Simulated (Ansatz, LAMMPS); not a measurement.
# Mg2+ triflate in trimethyl phosphate and diglyme, relaxed from a frame at 300 K (131 atoms): atom by atom

The starting structure: 4 trimethyl phosphate, 2 diglyme, 1 Mg2+, 2 triflate placed at random, at 1.26 g/cm³; overlaps pushed apart, then 10 ps at 550 K with divalent ions of Li, Roberts, Chakravorty and Merz (J. Chem. Theory Comput. 9, 2733 (2013)); MMFF94 bonds, angles, torsions, charges and radii (Halgren, J. Comput. Chem. 17, 490 (1996)) in harmonic and 12-6 forms; charges of ions scaled by 0.8. Snapshot after 30 ps at 300 K and fixed volume.

Calculated values (Ansatz 0.2.0, Kohn-Sham DFT, LDA, PAW (set soft_2), plane waves; cutoff 420 eV, Γ point, fixed occupations; density 1.26 g/cm³) for the relaxed geometry.

Cell vectors (Å):

```
11.481 0.000 0.000
0.000 11.481 0.000
0.000 0.000 11.481
```

Positions (Å):

```
1 C 3.106 9.939 4.623
2 O 2.615 8.669 4.234
3 C 3.285 8.153 3.100
4 C 3.046 8.995 1.873
5 O 3.733 8.418 0.806
6 C 3.701 9.224 11.145
7 C 4.358 8.519 9.997
8 O 5.705 8.195 10.202
9 C 6.544 9.306 10.101
10 H 2.809 10.124 5.664
11 H 2.696 10.742 3.988
12 H 4.210 9.937 4.576
13 H 4.372 8.102 3.315
14 H 2.910 7.129 2.939
15 H 1.953 9.047 1.669
16 H 3.406 10.033 2.040
17 H 4.201 10.197 11.354
18 H 2.653 9.455 10.845
19 H 3.837 7.560 9.816
20 H 4.249 9.159 9.094
21 H 6.391 10.031 10.924
22 H 6.382 9.838 9.139
23 H 7.583 8.945 10.141
24 C 2.204 8.488 7.411
25 O 1.030 8.788 6.680
26 C 0.062 9.507 7.428
27 C 0.524 10.848 7.915
28 O 1.259 10.708 9.104
29 C 1.893 0.403 9.531
30 C 1.091 1.213 10.500
31 O 0.019 1.844 9.857
32 C 10.714 2.553 10.766
33 H 2.845 7.881 6.754
34 H 2.738 9.409 7.700
35 H 1.944 7.909 8.318
36 H 11.234 8.891 8.298
37 H 10.682 9.642 6.756
38 H 11.123 0.023 8.063
39 H 1.151 11.327 7.128
40 H 2.841 0.114 10.020
41 H 2.169 1.028 8.657
42 H 0.714 0.557 11.316
43 H 1.759 1.972 10.973
44 H 9.896 3.035 10.210
45 H 11.303 3.335 11.294
46 H 10.276 1.884 0.054
47 C 10.634 4.358 2.954
48 O 0.074 4.908 2.006
49 P 0.166 6.443 1.766
50 O 0.405 7.308 2.932
51 O 1.371 6.572 0.780
52 C 1.443 5.787 11.080
53 O 10.339 6.774 0.978
54 C 9.824 8.106 0.972
55 H 10.624 3.272 2.788
56 H 10.984 4.566 3.978
57 H 9.630 4.785 2.808
58 H 1.781 4.768 11.333
59 H 0.466 5.751 10.568
60 H 2.178 6.267 10.416
61 H 8.921 8.088 0.347
62 H 9.557 8.399 1.997
63 H 10.560 8.808 0.546
64 C 4.061 5.194 6.299
65 O 2.880 4.977 7.069
66 P 1.460 5.274 6.489
67 O 1.452 6.290 5.419
68 O 0.831 3.961 5.914
69 C 0.705 2.791 6.734
70 O 0.733 5.599 7.834
71 C 10.790 5.638 7.925
72 H 4.708 4.316 6.448
73 H 3.835 5.308 5.225
74 H 4.570 6.099 6.668
75 H 0.170 2.040 6.135
76 H 1.707 2.420 7.005
77 H 0.143 3.008 7.658
78 H 10.303 5.096 7.098
79 H 10.515 5.186 8.891
80 H 10.454 6.686 7.881
81 C 4.906 5.735 0.695
82 O 5.155 4.333 0.826
83 P 4.561 3.567 2.063
84 O 5.066 2.204 2.203
85 O 4.827 4.515 3.311
86 C 6.172 4.616 3.778
87 O 3.006 3.721 1.869
88 C 2.124 2.799 2.505
89 H 5.346 6.288 1.540
90 H 5.381 6.084 11.248
91 H 3.827 5.948 0.669
92 H 6.785 5.227 3.092
93 H 6.156 5.118 4.756
94 H 6.619 3.615 3.888
95 H 1.753 3.213 3.457
96 H 1.269 2.638 1.832
97 H 2.631 1.838 2.684
98 C 6.983 0.043 6.384
99 O 6.226 1.144 6.881
100 P 4.798 0.928 7.510
101 O 4.326 11.021 7.511
102 O 4.839 1.555 8.943
103 C 5.197 2.918 9.145
104 O 3.910 1.989 6.745
105 C 3.725 1.872 5.337
106 H 6.547 11.158 5.443
107 H 8.008 0.396 6.195
108 H 7.000 10.698 7.113
109 H 6.174 3.130 8.681
110 H 4.427 3.577 8.707
111 H 5.256 3.086 10.230
112 H 4.631 1.491 4.835
113 H 2.857 1.228 5.113
114 H 3.529 2.884 4.951
115 O 10.305 7.433 5.407
116 S 9.024 6.863 4.966
117 O 8.800 6.914 3.543
118 O 8.687 5.625 5.627
119 C 7.834 8.084 5.648
120 F 7.988 8.222 6.963
121 F 6.582 7.688 5.415
122 F 8.016 9.267 5.076
123 O 0.003 9.854 4.228
124 S 11.140 11.275 4.291
125 O 10.289 0.151 5.402
126 O 0.771 0.681 4.032
127 C 10.070 11.450 2.806
128 F 9.653 1.227 2.684
129 F 9.011 10.660 2.890
130 F 10.749 11.131 1.703
131 Mg 0.663 8.025 4.761
```

**Question.** What intrinsic-atomic-orbital charge does each atom carry?

Charges in e, in the order of the atoms, ten a line:

```
-0.324 -0.419 -0.136 -0.138 -0.365 -0.145 -0.120 -0.375 -0.323 +0.195
+0.174 +0.172 +0.169 +0.197 +0.153 +0.154 +0.151 +0.160 +0.166 +0.168
+0.167 +0.154 +0.192 -0.325 -0.429 -0.143 -0.142 -0.388 -0.114 -0.142
-0.375 -0.326 +0.185 +0.185 +0.161 +0.163 +0.210 +0.186 +0.147 +0.189
+0.146 +0.158 +0.149 +0.201 +0.145 +0.166 -0.339 -0.622 +2.149 -1.009
-0.614 -0.316 -0.625 -0.340 +0.203 +0.191 +0.197 +0.187 +0.176 +0.196
+0.206 +0.205 +0.182 -0.340 -0.617 +2.130 -1.004 -0.615 -0.334 -0.620
-0.337 +0.197 +0.191 +0.199 +0.217 +0.173 +0.184 +0.202 +0.189 +0.197
-0.329 -0.630 +2.105 -0.946 -0.638 -0.342 -0.632 -0.315 +0.182 +0.213
+0.174 +0.189 +0.196 +0.198 +0.183 +0.187 +0.188 -0.334 -0.635 +2.106
-0.946 -0.625 -0.348 -0.626 -0.325 +0.184 +0.225 +0.174 +0.191 +0.180
+0.222 +0.191 +0.187 +0.184 -1.000 +2.243 -0.915 -0.923 +0.552 -0.267
-0.271 -0.254 -0.998 +2.243 -0.916 -0.925 +0.557 -0.262 -0.253 -0.269
+1.595
```

Forces are small here, 0.0044 eV/Å r.m.s.

[Long decimals in the printed logs are rounded to 6 places.]

[Logs are printed without paths, hosts, clocks, repeated set-up lines and the standing remarks that a program may print on its own settings, such as how far it seeks lower states.]

[Hosts, paths, dates, database ids (printed as entryN), source tags and the programs' standing remarks are cut or masked in the printed files.]

[The MMFF94 radii named for the starting cell were scaled by 0.96; in molecules described by MMFF94, hydrogen bound to N, O or S took a small fixed 12-6 site in their place.]
